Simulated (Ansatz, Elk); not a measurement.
# Bonding as seen by X-rays: ZnCd2SnTe4

Structure refinements treat a crystal as free atoms side by side. For a made-up structure of ZnCd2SnTe4 (cell and positions from a PBEsol relaxation) the runs below show what the calculated density changes in F(hkl).

Method: DFT, PBE, all-electron APW+lo, Dirac cores, scalar-relativistic bands, static density, no spin, in Elk 11.2.3 (patched build).

This account leaves out most program logs.

The structure was built from a prototype and need not be the compound's stable phase.

## Step 1: Starting point

Symmetry: I-42m, No. 121, tetragonal system. Conventional cell: a = 6.640 Å, b = 6.640 Å, c = 12.631 Å, α = 90.00°, β = 90.00°, γ = 90.00°. Te has 1 Zn at 2.63 Å and 2 Cd at 2.83 Å and 1 Sn at 3.06 Å nearest. Nearest to Sn lie 4 Te at 3.06 Å. Cd has 4 Te at 2.83 Å nearest. Zn has 4 Te at 2.63 Å nearest. Farther neighbours and most contacts between anions are not listed.

## Step 2: Ground state and structure factors

An all-electron density is needed, since X-rays see the cores too. Task 0 finds the density and task 195 Fourier-transforms it; tshift is off so that phases refer to the origin typed.

elk.in reads:

```
tasks
  0
  195

xctype
  20

spinpol
  .false.

rgkmax
  7.0

gmaxvr
  14.0

lmaxo
  7

lmaxapw
  8

swidth
  0.002

tshift
  .false.

ramdisk
  .false.

hmaxvr
  5.5

maxscl
  120

epspot
  1e-06

sppath
  './'

avec
  -6.27429383922 6.27429383922 11.93501308599
  6.27429383922 -6.27429383922 11.93501308599
  6.27429383922 6.27429383922 -11.93501308599

atoms
  4
  'Te.in'
  4
  0.6509930434 0.6509930434 0.5557295860   0.000000 0.000000 0.000000
  0.0952634574 0.0952634574 0.4442704140   0.000000 0.000000 0.000000
  0.3490069566 0.9047365426 0.0000000000   0.000000 0.000000 0.000000
  0.9047365426 0.3490069566 0.0000000000   0.000000 0.000000 0.000000
  'Sn.in'
  1
  0.5000000000 0.5000000000 -0.0000000000   0.000000 0.000000 0.000000
  'Cd.in'
  2
  0.2500000000 0.7500000000 0.5000000000   0.000000 0.000000 0.000000
  0.7500000000 0.2500000000 0.5000000000   0.000000 0.000000 0.000000
  'Zn.in'
  1
  -0.0000000000 -0.0000000000 -0.0000000000   0.000000 0.000000 0.000000

ngridk
  5 5 5
```

Launch:

```console
> OMP_NUM_THREADS=4 elk
```

Run time: 3.1 min. Hardware: 4 threads of Intel Xeon Platinum 8259CL at 2.50GHz (Skylake/Cascade Lake), shared host; peak memory 0.59 GiB; 8.6 min of CPU time.

SFACRHO.OUT:

```text

h k l indices transformed by vhmat matrix:
   1.000000000       0.000000000       0.000000000    
   0.000000000       1.000000000       0.000000000    
   0.000000000       0.000000000       1.000000000    

      h      k      l  multipl.   |H|            Re(F)            Im(F)           |F|

      0      0      0      1   0.0000000       384.00000     -0.99717157E-16   384.00000    
      1      1     -1      2  0.52644980      -20.187203     -0.14387941E-13   20.187203    
      1      0     -1      8  0.56568226       5.1599966      0.26111699E-13   5.1599966    
      0      0     -1      4  0.70810884      -9.2770872     -0.10781867E-13   9.2770872    
     -1     -1      0      4  0.88236474       156.76525      -179.04991       237.97944    
      0     -2      1      4  0.88236474       156.76525       179.04991       237.97944    
     -1     -2      2      8  0.93503754      -40.788676     -0.84717256E-13   40.788676    
     -1      1     -1      4   1.0014171      -15.818402     -0.12461925E-13   15.818402    
     -2     -2      2      2   1.0528996      -26.026197      0.64762252E-14   26.026197    
      2      0      0      8   1.1313645      -10.049325      0.10066039E-13   10.049325    
     -2      1      1      8   1.1501446      -36.575202       41.908812       55.624580    
     -1      0     -1      8   1.1501446      -36.575202      -41.908812       55.624580    
      1      3     -2      4   1.2688639      -18.542031       7.6348551       20.052380    
     -3     -1      2      4   1.2688639      -18.542031      -7.6348551       20.052380    
     -1     -2      0      8   1.3700845       3.7246314      -37.892224       38.074841    
      1      2      0      8   1.3700845       3.7246314       37.892224       38.074841    
     -3     -2      2      8   1.4081523      -34.837321      0.38873469E-17   34.837321    
      2     -2      0      4   1.4162177       283.36691     -0.55216712E-13   283.36691
```

Elk indexes on the primitive cell of elk.in and gives |H| = 4π sin θ/λ in inverse bohr. Below, one row stands for each form hkl of the conventional cell (m members, Friedel mates merged), F is for one primitive cell and the density is static (no thermal factor). Free-atom factors are Waasmaier and Kirfel's, and R is Σm||F|−|F'||/Σm|F|.

```
hkl   m  sin θ/λ (Å⁻¹)  abs F, DFT  neutral atoms   diff.  abs of complex diff.
002   2          0.079      20.187         20.213  -0.026                 0.026
101   8          0.085       5.160          5.115  +0.045                 0.045
110   4          0.106       9.277          9.408  -0.131                 0.131
112   8          0.133     237.979        237.586  +0.393                 0.648
103   8          0.141      40.789         40.605  +0.184                 0.184
200   4          0.151      15.818         15.220  +0.599                 0.599
004   2          0.158      26.026         25.524  +0.502                 0.502
202   8          0.170      10.049         10.140  -0.091                 0.091
211  16          0.173      55.625         55.535  +0.090                 0.115
114   8          0.191      20.052         20.144  -0.092                 0.096
213  16          0.206      38.075         38.197  -0.122                 0.175
105   8          0.212      34.837         34.701  +0.137                 0.137
220   4          0.213     283.367        283.798  -0.431                 0.431
204   8          0.218     290.070        290.527  -0.457                 0.457
222   8          0.227      24.622         24.658  -0.036                 0.064
301   8          0.229      71.388         71.271  +0.117                 0.117
006   2          0.237       1.314          1.248  +0.066                 0.066
310   8          0.238      26.111         26.100  +0.011                 0.011
```

## Step 3: The highest occupied states alone

An energy window below the Fermi level keeps the highest occupied states, to see at which angles they scatter; shallow core shells can lie inside it and anion s states outside. No new self-consistency is needed.

Changes to elk.in since step 2:

```diff
@@ -1,3 +1,2 @@
 tasks
-  0
   195
@@ -40,2 +39,5 @@
 
+wsfac
+  -0.396740 0.454500
+
 sppath
```

Launch:

```console
> OMP_NUM_THREADS=4 elk
```

It took 61 s on 4 threads; peak memory 0.35 GiB; 68 s of CPU time.

States within 15 eV below the Fermi level hold 64.00 electrons; any levels below the window count with the cores. Their amplitudes can exceed the total, where window and core parts have opposite phase:

```
hkl  sin θ/λ (Å⁻¹)  abs F, window  abs F, all
002          0.079          7.616      20.187
101          0.085         10.289       5.160
110          0.106          6.108       9.277
112          0.133         28.759     237.979
103          0.141          6.859      40.789
200          0.151         17.605      15.818
004          0.158         17.246      26.026
202          0.170          4.529      10.049
211          0.173          7.248      55.625
114          0.191          4.027      20.052
```

## Step 4: Another functional

The difference from free atoms is small, so it is set against the change that LDA (Perdew-Wang) makes.

Changes to elk.in since step 3:

```diff
@@ -1,2 +1,3 @@
 tasks
+  0
   195
@@ -4,3 +5,3 @@
 xctype
-  20
+  3
 
@@ -39,5 +40,2 @@
 
-wsfac
-  -0.396740 0.454500
-
 sppath
```

Launch:

```console
> OMP_NUM_THREADS=4 elk
```

It took 2.1 min on 4 threads; peak memory 0.4 GiB.

Against the first run R = 0.03 %; the largest change is -0.096 at 228.

## Step 5: A coarser k-mesh

About half the k-points along each axis test the sampling.

Changes to elk.in since step 4:

```diff
@@ -5,3 +5,3 @@
 xctype
-  3
+  20
 
@@ -68,2 +68,2 @@
 ngridk
-  5 5 5
+  2 2 2
```

Launch:

```console
> OMP_NUM_THREADS=4 elk
```

Run time: 1.7 min. Hardware: 4 threads; peak memory 0.51 GiB; 2.8 min of CPU time.

Against the first run R = 0.00 %; the largest change is +0.028 at 200.

## Step 6: Settings against the effect

```
              run  R against the first run (%)  R against neutral atoms, low angle (%)  wall time
    PBE, rgkmax 7                         0.00                                    0.27    3.1 min
LDA (Perdew-Wang)                         0.03                                    0.27    2.1 min
     k-mesh 2×2×2                         0.00                                    0.27    1.7 min
```

## Step 7: Outcome

```json
{"R against neutral atoms, sin θ/λ < 0.3 Å⁻¹": "0.27 %", "R against neutral atoms, 0.3 to 0.56 Å⁻¹": "0.12 %"}
```

Independent neutral atoms miss the calculated amplitudes by R = 0.27 % below 0.3 Å⁻¹ and 0.12 % from there to 0.56 Å⁻¹; by shells, 0.24 % below 0.15 Å⁻¹ (5 forms), 0.28 % 0.15 to 0.3 (23 forms), 0.09 % 0.3 to 0.45 (54 forms), 0.15 % above 0.45 (67 forms). Bonding, aspherical density and the tables' own atoms all enter these figures, and the runs don't part them. The largest change of an amplitude is +0.60 electrons, at 200. R counts amplitudes alone; phases shift too. The window's part falls from 64.0 electrons at the origin to at most 4.37 between 0.45 and 0.56 Å⁻¹, where compact states inside the window still scatter. Below 0.3 Å⁻¹ the changes that finished (LDA (Perdew-Wang) and k-mesh 2×2×2) move F by R = 0.02 % at most, against the 0.27 % that separates it from free atoms. The basis has no finished test. Part of the difference isn't bonding: the tables are fits to free atoms and ions calculated by other methods than this functional. Thermal motion, anomalous dispersion and extinction are left out.

[Logs are printed without paths, hosts, clocks, repeated set-up lines and the standing remarks that a program may print on its own settings, such as how far it seeks lower states.]

[Hosts, paths, dates, database ids (printed as entryN), source tags and the programs' standing remarks are cut or masked in the printed files.]
